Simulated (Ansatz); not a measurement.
# 1T-PtSe2 bilayer (AB) in a perpendicular field

Aim: how the 1T-PtSe2 bilayer (AB) screens a field along its normal, and what the field does to its bands. A positive field points along +c.

Main program and level: Ansatz 0.2.0; plane-wave DFT, PBE-D3(BJ), Ansatz PAW.

## Step 1: The structure

The cell holds 6 atoms: 4 Se and 2 Pt. Its edges and angles: a = 3.750 Å, b = 3.750 Å, c = 25.635 Å, α = 90.0°, β = 90.0°, γ = 120.0°. Regions: layer 1: 1T-PtSe2, 3 atoms (2 Se and 1 Pt); layer 2: 1T-PtSe2, 3 atoms (2 Se and 1 Pt). Vacuum lies along c.

## Step 2: Relaxing the slab

The starting cell is a guess, so the in-plane lattice and the atoms are relaxed first, with the slab cut off from its images along the normal. The program lengthens the vector along the normal by itself, so c and the volume that it reports differ from the typed ones.

input.yaml reads:

```yaml
crystal:
  lattice:
    - [3.75, 0.0, 0.0]
    - [-1.875, 3.2475952642, 0.0]
    - [0.0, 0.0, 25.635435591]
  atoms:
    - { symbol: Se, position: [0.6666666667, 0.3333333333, 0.3510765389] }
    - { symbol: Pt, position: [0.0, 0.0, 0.3953066786] }
    - { symbol: Se, position: [0.3333333333, 0.6666666667, 0.4395368183] }
    - { symbol: Se, position: [0.0, 0.0, 0.5604631817] }
    - { symbol: Pt, position: [0.3333333333, 0.6666666667, 0.6046933214] }
    - { symbol: Se, position: [0.6666666667, 0.3333333333, 0.6489234611] }
  periodic: [true, true, false]
kpoints:
  mp_grid: { grid: [12, 12, 1] }
hamiltonian:
  xc: pbe
  dispersion: d3bj
scf:
  occupations: { method: fermi_dirac, width: 0.05 }
  convergence: { dr2_threshold: 1.0e-09 }
relax:
  f_tol: 0.004
  max_steps: 90
  cell: {}
output:
  write_potential: true
  write_density: true
  volumetric_format: npy
```

Run with:

```console
ansatz run input.yaml --threads 4 --pin off --max-ram 6144MiB --backend cpu --events-out ev --progress --plain --runs-dir out
```

Numbers of over 12 decimals in the logs are rounded to 6 here.

Output:

```text
Warning: crystal.periodic: the lattice vector that does not repeat stood 0.000° off the slab's normal, 25.635 Å along it as the deck builds it. The run solves the slab on a vector along the normal, 39.071 Å long, with every atom where it was (on the deck's vector they left 18.00 Å outside them, and the widest stretch free of ions among them is 3.10 Å). A fractional position that the run reports is one of the run's ce [...]
Warning: relax.cell: scf.convergence.dr2_threshold = 1e-9 eV is looser than the 1.92920717397e-10 eV advised for a relaxation that steers and ends on the stress (1e-10 eV for each atom of the cell: 6, times the square of relax.cell.stress_2d_tol = 0.05 N/m over 17.6 Å (the atoms' height at the walk's start and 5 Å past either face), 2.835e-2 GPa, over a crystal's default 0.05). What an SCF threshold leaves in a stress goes as its square root, and in the free energy as the threshold itself, and one threshold admits the most on a small cell: [figures from the program's tests cut] Set scf.convergence.dr2_threshold to 1.92920717397e-10 eV or tighter. [rest of the remark cut]
crystal.periodic: the lattice vector that does not repeat stood 0.000° off the slab's normal, 25.635 Å along it as the deck builds it. The run solves the slab on a vector along the normal, 39.071 Å long, with every atom where it was (on the deck's vector they left 18.00 Å outside them, and the widest stretch free of ions among them is 3.10 Å). A fractional position that the run reports is one of the run's cell, which [...]
Engine: ansatz 0.2.0, aarch64-unknown-linux-gnu
Pseudopotentials: kind: paw
Pseudopotential: Se, paw, valence charge 16, recommended cutoff 420 eV (normal), Se.paw.azcp
Pseudopotential: Pt, paw, valence charge 18, recommended cutoff 420 eV (normal), Pt.paw.azcp
Functional definition: PBE
  parameter kappa = 0.804
  parameter beta = 0.066725
  exchange = pbe_x(kappa = kappa, mu = beta*pi^2/3)
  correlation = pbe_c(beta = beta)
Crystal: 6 atoms, lattice volume = 475.824 Å³
Basis set: ecut = 420 eV, 9335 PW (Γ), exchange–correlation on 54×54×540 points (8 copies of the dense FFT grid, shifted against one another)
Bands: 60, of which v1, the nominal top of the filled ones, is band 50 counted from 1 (49 counted from 0)
Symmetry: 12 space group operations
Space group: P-3m1 (ITA 164), of the structure as read, at distance tolerance 7.8e-5 Å
k-points: 19 of 144
Non-local potential: Se, projectors of the file, l = 0: 2, l = 1: 2, l = 2: 3, l = 3: 1
Non-local potential: Pt, projectors of the file, l = 0: 3, l = 1: 2, l = 2: 2, l = 3: 1
PAW form: soft (Blöchl's): semilocal exchange-correlation on the pseudo side does not see the compensation charge
PAW one-centre angular grid: Se, 590 points (default); XC on 64 Gauss nodes
PAW one-centre angular grid: Pt, 590 points (default); XC on 64 Gauss nodes
Initial density: superposition of atomic densities (neutral atoms: chi_scale 0, normalization atom), corrected by the library's trained network
Initial wavefunctions: pseudopotential atomic-orbital guess
Functional: x = pbe(κ = 0.804, μ = 0.219515), c = pbe(β = 0.066725)
SCF iter   1: F=—  HF=-46926.151123 eV  |F-HF|=—  |Δ(HF+E_count)|=         —  Δρ=1.69e-3  dr2=3.48e-2  ethr=1.77e-3  ⟨swp⟩=13.8  Hψ=6433  notcnv=0  defer=17
preconditioner: auto → Resta (q_TF=auto, 2.104 Å⁻¹)  ε∞=2.3  [insulator: Δε(μ)=0.666 eV  Ē_g=10.051 eV  σ=0.050 eV  W_gap=1.00  n_scr=92 (ndim 8)  ℏωp=11.3 eV  f_vac=0.721  D(μ)=0.01/eV (n_scr^D=0)  ε∞_Penn≈2.3  vacuum switching on, ρ_ref=7.3e-3 e/Å³]
SCF iter   2: F=—  HF=-46926.132881 eV  |F-HF|=—  |Δ(HF+E_count)|=   1.82e-2  Δρ=1.14e-3  dr2=2.86e-2  ethr=3.48e-5  ⟨swp⟩=3.8  Hψ=3004  notcnv=0  defer=63
SCF iter   3: F=—  HF=-46926.130697 eV  |F-HF|=—  |Δ(HF+E_count)|=   2.18e-3  Δρ=6.16e-4  dr2=7.39e-3  ethr=2.86e-5  ⟨swp⟩=2.9  Hψ=1653  notcnv=0  defer=63
SCF iter   4: F=—  HF=-46926.130238 eV  |F-HF|=—  |Δ(HF+E_count)|=   4.60e-4  Δρ=2.85e-4  dr2=1.27e-3  ethr=7.39e-6  ⟨swp⟩=2.1  Hψ=1476  notcnv=0  defer=63
SCF iter   5: F=—  HF=-46926.130243 eV  |F-HF|=—  |Δ(HF+E_count)|=   5.15e-6  Δρ=8.64e-5  dr2=8.00e-5  ethr=1.27e-6  ⟨swp⟩=2.8  Hψ=1642  notcnv=0  defer=63
SCF iter   6: F=—  HF=-46926.130229 eV  |F-HF|=—  |Δ(HF+E_count)|=   1.41e-5  Δρ=2.74e-5  dr2=6.26e-6  ethr=8.00e-8  ⟨swp⟩=3.2  Hψ=1994  notcnv=0  defer=63
SCF iter   7: F=—  HF=-46926.130291 eV  |F-HF|=—  |Δ(HF+E_count)|=   6.22e-5  Δρ=1.07e-5  dr2=7.67e-7  ethr=6.26e-9  ⟨swp⟩=4.1  Hψ=2789  notcnv=0  defer=63
SCF iter   8: F=—  HF=-46926.130291 eV  |F-HF|=—  |Δ(HF+E_count)|=   3.65e-7  Δρ=3.11e-6  dr2=5.50e-8  ethr=7.67e-10  ⟨swp⟩=3.0  Hψ=1772  notcnv=0  defer=63
SCF iter   9: F=—  HF=-46926.130291 eV  |F-HF|=—  |Δ(HF+E_count)|=   1.75e-7  Δρ=1.01e-6  dr2=5.48e-9  ethr=5.50e-11  ⟨swp⟩=3.5  Hψ=2307  notcnv=0  defer=63
SCF iter  10: F=-46926.130291 eV  HF=-46926.130291 eV  |F-HF|=9.24e-10  |Δ(HF+E_count)|=   2.22e-8  Δρ=2.65e-7  dr2=4.36e-10  ethr=1.00e-12  ⟨swp⟩=13.0  Hψ=8630  notcnv=0
SCF 1 converged in 10 iterations: F = -46926.130291 eV  dr2 = 4.36e-10
  greatest PAW one-centre occupation: 1.000 electrons in one spin orbital (limit 2), on the Pt atom at site 4 (counted from 0), in its partial waves of l = 0
relax step   1: F+E_penalty+E_count = -46926.13029136 eV  Δ(F+E_penalty+E_count) = +0.000e0 eV  max|allowed force component| = 2.129e0 eV/Å  Δτ_max = 0.0000 Å  P = +10.723 N/m  Ω = 475.824 Å³  fix = [c, alpha, beta]  reactions: c +0.000 N/m  (10 SCF iters, accepted)
Crystal: 6 atoms, lattice volume = 477.843 Å³
Basis set: ecut = 420 eV, 9419 PW (Γ), exchange–correlation on 54×54×540 points (8 copies of the dense FFT grid, shifted against one another)
Initial density: handed on by an earlier stage of this run
Initial wavefunctions: those handed on with the density
iter 1 solved again at ethr=1.25e-4 eV; its pass at ethr=3.10e-3 eV (dr2=1.25e-1 eV) is discarded
SCF iter   1: F=—  HF=-46926.784517 eV  |F-HF|=—  |Δ(HF+E_count)|=         —  Δρ=6.63e-3  dr2=1.27e-1  ethr=1.25e-4  ⟨swp⟩=4.0  Hψ=6384  notcnv=0
preconditioner: auto → Resta (q_TF=auto, 2.102 Å⁻¹)  ε∞=2.4  [insulator: Δε(μ)=0.462 eV  Ē_g=9.402 eV  σ=0.050 eV  W_gap=0.98  n_scr=92 (ndim 8)  ℏωp=11.3 eV  f_vac=0.711  D(μ)=0.06/eV (n_scr^D=0)  ε∞_Penn≈2.4  vacuum switching on, ρ_ref=6.4e-3 e/Å³]
SCF iter   2: F=—  HF=-46926.769692 eV  |F-HF|=—  |Δ(HF+E_count)|=   1.48e-2  Δρ=3.66e-3  dr2=5.17e-2  ethr=1.25e-4  ⟨swp⟩=3.5  Hψ=2309  notcnv=0
SCF iter   3: F=—  HF=-46926.772099 eV  |F-HF|=—  |Δ(HF+E_count)|=   2.41e-3  Δρ=2.23e-3  dr2=7.09e-2  ethr=5.17e-5  ⟨swp⟩=3.0  Hψ=2021  notcnv=0
[...]
SCF iter   7: F=—  HF=-46926.809058 eV  |F-HF|=—  |Δ(HF+E_count)|=   4.54e-5  Δρ=3.03e-5  dr2=2.34e-5  ethr=8.58e-8  ⟨swp⟩=3.2  Hψ=1918  notcnv=0  defer=53
SCF iter   8: F=—  HF=-46926.809058 eV  |F-HF|=—  |Δ(HF+E_count)|=   2.69e-7  Δρ=1.24e-5  dr2=3.61e-6  ethr=2.34e-8  ⟨swp⟩=2.7  Hψ=1755  notcnv=0  defer=53
SCF iter   9: F=—  HF=-46926.809124 eV  |F-HF|=—  |Δ(HF+E_count)|=   6.57e-5  Δρ=2.93e-6  dr2=1.40e-7  ethr=3.61e-9  ⟨swp⟩=2.3  Hψ=1565  notcnv=0  defer=53
SCF iter  10: F=—  HF=-46926.809124 eV  |F-HF|=—  |Δ(HF+E_count)|=   1.92e-8  Δρ=5.07e-7  dr2=2.55e-9  ethr=1.40e-10  ⟨swp⟩=3.5  Hψ=2380  notcnv=0  defer=53
SCF iter  11: F=-46926.809124 eV  HF=-46926.809124 eV  |F-HF|=5.89e-10  |Δ(HF+E_count)|=   4.26e-9  Δρ=1.52e-7  dr2=1.76e-10  ethr=1.00e-12  ⟨swp⟩=11.8  Hψ=8266  notcnv=0
SCF 3 converged in 11 iterations: F = -46926.809124 eV  dr2 = 1.76e-10
relax step   3: F+E_penalty+E_count = -46926.80912355 eV  Δ(F+E_penalty+E_count) = -4.296e-2 eV  max|allowed force component| = 1.065e-1 eV/Å  Δτ_max = 0.1945 Å  P = -1.808 N/m  Ω = 471.172 Å³  energy of the carried Pulay correction = +2.711e-4 eV  fix = [c, alpha, beta]  reactions: c -0.000 N/m  (11 SCF iters, accepted)
[...]
relax step   4: F+E_penalty+E_count = -46926.82299114 eV  Δ(F+E_penalty+E_count) = -1.387e-2 eV  max|allowed force component| = 1.118e-1 eV/Å  Δτ_max = 0.0805 Å  P = +0.301 N/m  Ω = 466.397 Å³  energy of the carried Pulay correction = +5.522e-4 eV  fix = [c, alpha, beta]  reactions: c +0.000 N/m  (11 SCF iters, accepted)
[...]
relax step   5: F+E_penalty+E_count = -46926.82534903 eV  Δ(F+E_penalty+E_count) = -2.358e-3 eV  max|allowed force component| = 1.908e-3 eV/Å  Δτ_max = 0.0172 Å  P = +0.020 N/m  Ω = 465.056 Å³  energy of the carried Pulay correction = +6.316e-4 eV  fix = [c, alpha, beta]  reactions: c +0.000 N/m  (9 SCF iters, accepted)
[...]
relax step   6: F+E_penalty+E_count = -46926.82535597 eV  Δ(F+E_penalty+E_count) = -6.949e-6 eV  max|allowed force component| = 9.772e-4 eV/Å  Δτ_max = 0.0040 Å  P = +0.015 N/m  Ω = 465.170 Å³  energy of the carried Pulay correction = +6.249e-4 eV  fix = [c, alpha, beta]  reactions: c +0.000 N/m  (8 SCF iters, accepted)
Basis set: ecut = 420 eV, 9119 PW (Γ), exchange–correlation on 50×50×540 points (8 copies of the dense FFT grid, shifted against one another)
Initial wavefunctions: pseudopotential atomic-orbital guess (no wavefunctions were taken with the density)
iter 1 solved again at ethr=2.82e-7 eV; its pass at ethr=3.10e-3 eV (dr2=2.82e-4 eV) is discarded
SCF iter   1: F=—  HF=-46926.824716 eV  |F-HF|=—  |Δ(HF+E_count)|=         —  Δρ=2.18e-5  dr2=3.60e-7  ethr=2.82e-7  ⟨swp⟩=6.1  Hψ=11068  notcnv=0
preconditioner: auto → Resta (q_TF=auto, 2.112 Å⁻¹)  ε∞=2.4  [insulator: Δε(μ)=0.661 eV  Ē_g=9.544 eV  σ=0.050 eV  W_gap=1.00  n_scr=80 (ndim 8)  ℏωp=11.4 eV  f_vac=0.706  D(μ)=0.01/eV (n_scr^D=0)  ε∞_Penn≈2.4  vacuum switching on, ρ_ref=6.6e-3 e/Å³]
SCF iter   2: F=—  HF=-46926.824775 eV  |F-HF|=—  |Δ(HF+E_count)|=   5.86e-5  Δρ=1.07e-5  dr2=9.97e-8  ethr=3.60e-10  ⟨swp⟩=4.8  Hψ=3477  notcnv=0
SCF iter   3: F=—  HF=-46926.824775 eV  |F-HF|=—  |Δ(HF+E_count)|=   6.82e-8  Δρ=4.18e-6  dr2=1.14e-7  ethr=9.97e-11  ⟨swp⟩=3.0  Hψ=2493  notcnv=0
SCF iter   4: F=—  HF=-46926.824775 eV  |F-HF|=—  |Δ(HF+E_count)|=   1.62e-8  Δρ=1.32e-6  dr2=6.54e-9  ethr=9.97e-11  ⟨swp⟩=3.2  Hψ=1762  notcnv=0
SCF iter   5: F=—  HF=-46926.824775 eV  |F-HF|=—  |Δ(HF+E_count)|=   1.83e-9  Δρ=7.13e-7  dr2=1.39e-8  ethr=6.54e-12  ⟨swp⟩=3.4  Hψ=1914  notcnv=0
SCF iter   6: F=-46926.824775 eV  HF=-46926.824775 eV  |F-HF|=7.71e-10  |Δ(HF+E_count)|=  6.55e-10  Δρ=2.11e-7  dr2=8.37e-11  ethr=1.00e-12  ⟨swp⟩=15.2  Hψ=8851  notcnv=0
SCF 7 converged in 6 iterations: F = -46926.824775 eV  dr2 = 8.37e-11
relax step   7: F+E_penalty+E_count = -46926.82477458 eV  Δ(F+E_penalty+E_count) = +5.814e-4 eV  max|allowed force component| = 1.067e-3 eV/Å  Δτ_max = 0.0000 Å  P = +0.013 N/m  Ω = 465.170 Å³  fix = [c, alpha, beta]  reactions: c +0.000 N/m  stress off target by 1.32e-2 N/m on what of the cell is left free  SCF on the basis re-selected at this cell (its energy is not comparable with the rows above)  (6 SCF iters)
basis re-selected at this cell: Δ(F+E_penalty+E_count) = +5.814e-4 eV, ΔP = -0.002 N/m vs the last step (what re-selecting the basis moved, of the pressure what is left beyond the Pulay correction that the steps carried, after the strain that the cell walked since its last selection, with what the two solves' SCF thresholds leave and, on support functions, any second-order correction that the steps lacked; it is no measure of the basis error at this ecutwfc). The dense FFT grid was sized anew with the basis: this SCF ran on 25×25×270 points, the steps before it on 27×27×270, so part of this shift can come from that change (see relax.cell in the input reference). [rest of the remark cut]
SCF converged after 6 iterations
Free energy (F): -46926.824775 eV
Harris-Foulkes:  -46926.824775 eV  (|F-HF|=7.71e-10)
Internal energy: -46926.824618 eV  (E = F + TS)
E sigma→0 (E₀):  -46926.824696 eV
Entropy (-TS):   -0.000156 eV (-0.026 meV/atom)
Fermi energy:    -4.816817 eV
--- Per-component energies (eV) ---
  E_band       = -3696.146550
  E_kinetic    = 1747.527798
  E_local      = -493390.393560  (includes V_loc(G=0)·N_el)
  E_nonlocal   = -1981.760438
  E_hartree    = 245316.249938
  E_xc         = -940.142522
  E_vxc        = -998.056690  (∫ρ·V_xc dr)
  E_paw        = -26555.411646  (= ΣΔE_a)
  E_vpaw       = 294.038244  (= ΣTr[D̂ρ^β])
  E_aug_tail   = -0.001962  (compensation charges beyond the density's cutoff)
  E_ewald      = 228879.287017
  E_disp       = -2.179243  (pairwise vdW)
  E_smearing   = -0.000156  (= −TS)
  E_closure    = 0.000000  (closes the sum)
  Σ components = -46926.824775   (vs F -46926.824775, Δ=0.00e0)
--- Forces (eV/Å), atoms counted from 1 ---
  atom   1  Se     0.00000000     0.00000000    -0.00106745
  atom   2  Pt    -0.00000000    -0.00000000     0.00020581
  atom   3  Se    -0.00000000    -0.00000000     0.00043798
  atom   4  Se     0.00000000     0.00000000    -0.00043798
  atom   5  Pt     0.00000000     0.00000000    -0.00020581
  atom   6  Se    -0.00000000    -0.00000000     0.00106745
  max |Σ_I F_I| component: 0.00e0 eV/Å
--- 2D stress c σ (N/m, compression-positive) ---
        0.013185      -0.000000       0.000000
       -0.000000       0.013185       0.000000
        0.000000       0.000000       0.000000
  P = ½ c Tr σ = 0.0132 N/m
--- Band table (eV; the first three rows and the last of 19) ---
  k-point 0: bands = [... 46 lower, -5.7627, -5.6232, -5.6232, -5.5056, -2.7883, -2.7883, -2.6605, -2.6605, ... 6 higher]
  k-point 1: bands = [... 46 lower, -5.7627, -5.7336, -5.6142, -5.2175, -3.2963, -3.1283, -2.9187, -2.7564, ... 6 higher]
  k-point 2: bands = [... 46 lower, -5.8666, -5.8402, -5.6758, -5.2341, -4.0880, -3.7928, -3.1489, -2.9367, ... 6 higher]
  k-point 18: bands = [... 46 lower, -6.7158, -6.6128, -6.6128, -6.6123, -4.2747, -3.9145, -3.9145, -3.5465, ... 6 higher]
  the weakly bound empty levels are not read free of the cell's end (no_gap_told)
--- Relaxed structure (6 steps of the walk, 6 accepted, 1 SCFs on fresh bases) ---
  F+E_penalty+E_count = -46926.82477458 eV   max|allowed force component| = 1.067e-3 eV/Å   (the final SCF, on the basis selected at the relaxed cell)
  cell:  # Å, volume = 465.1695 Å³
    - [3.707778, 0.0, 0]
    - [-1.853889, 3.211030, 0]
    - [0, 0, 39.070871]
  atoms:
    - { symbol: Se, position: [0.666667, 0.333333, 0.222903] }
    - { symbol: Pt, position: [-3.3346464668274895e-18, 0, 0.256875] }
    - { symbol: Se, position: [0.333333, 0.666667, 0.290640] }
    - { symbol: Se, position: [-3.0029214045727847e-18, 0, 0.365487] }
    - { symbol: Pt, position: [0.333333, 0.666667, 0.399252] }
    - { symbol: Se, position: [0.666667, 0.333333, 0.433224] }
```

Run time: 55 s. Hardware: 4 threads of Arm Neoverse V2, shared host; peak memory 1.2 GiB.

The steps of the relaxation:

```csv
step,energy less that of the first step (eV),largest force component (eV/Å),volume (Å³)
1,0.0000,2.1290,475.82
2,-0.6359,0.4458,477.84
3,-0.6788,0.1065,471.17
4,-0.6927,0.1118,466.40
5,-0.6951,0.0019,465.06
6,-0.6951,0.0010,465.17
7*,-0.6945,0.0011,465.17
```

Relaxation steps marked * repeat the geometry before them on a plane-wave basis chosen anew for their cell, so energy and pressure can jump there.

Forces are held to the 12 operations that the run works with; a distortion that breaks them can't arise in this run.

```csv
cell as run,before,after,change
a (Å),3.750,3.708,-1.1 %
b (Å),3.750,3.708,-1.1 %
```

The atoms that moved most (Å, along periodic axes as changes of fractional coordinates times the final cell, across vacuum about the mean position):

```csv
atom,dx,dy,dz,length
Se1,0.000,0.000,-0.291,0.291
Se6,0.000,0.000,0.291,0.291
Pt5,0.000,0.000,0.098,0.098
Pt2,0.000,0.000,-0.098,0.098
Se3,0.000,0.000,0.088,0.088
Se4,0.000,0.000,-0.088,0.088
```

The relaxed structure:

```xyz
6
Lattice="3.7078 0.0000 0.0000 -1.8539 3.2110 0.0000 0.0000 0.0000 39.0709" Properties=species:S:1:pos:R:3
Se    1.8539    1.0703    8.7090
Pt    0.0000    0.0000   10.0363
Se    0.0000    2.1407   11.3556
Se    0.0000    0.0000   14.2799
Pt    0.0000    2.1407   15.5991
Se    1.8539    1.0703   16.9264
```

Numbers from this step:

```
energy at zero smearing : -46926.8247 eV
```

The lattice constant a goes from 3.750 to 3.708 Å.

(Continued in part 2 of 3.)

[Logs are printed without paths, hosts, clocks, repeated set-up lines and the standing remarks that a program may print on its own settings, such as how far it seeks lower states.]

[Hosts, paths, dates, database ids (printed as entryN), source tags and the programs' standing remarks are cut or masked in the printed files.]

[Maps of the electrostatic potential energy from Ansatz leave out the sawtooth potential of an applied field or a dipole correction, so their vacuum need not be flat; planar profiles and work functions include it.]
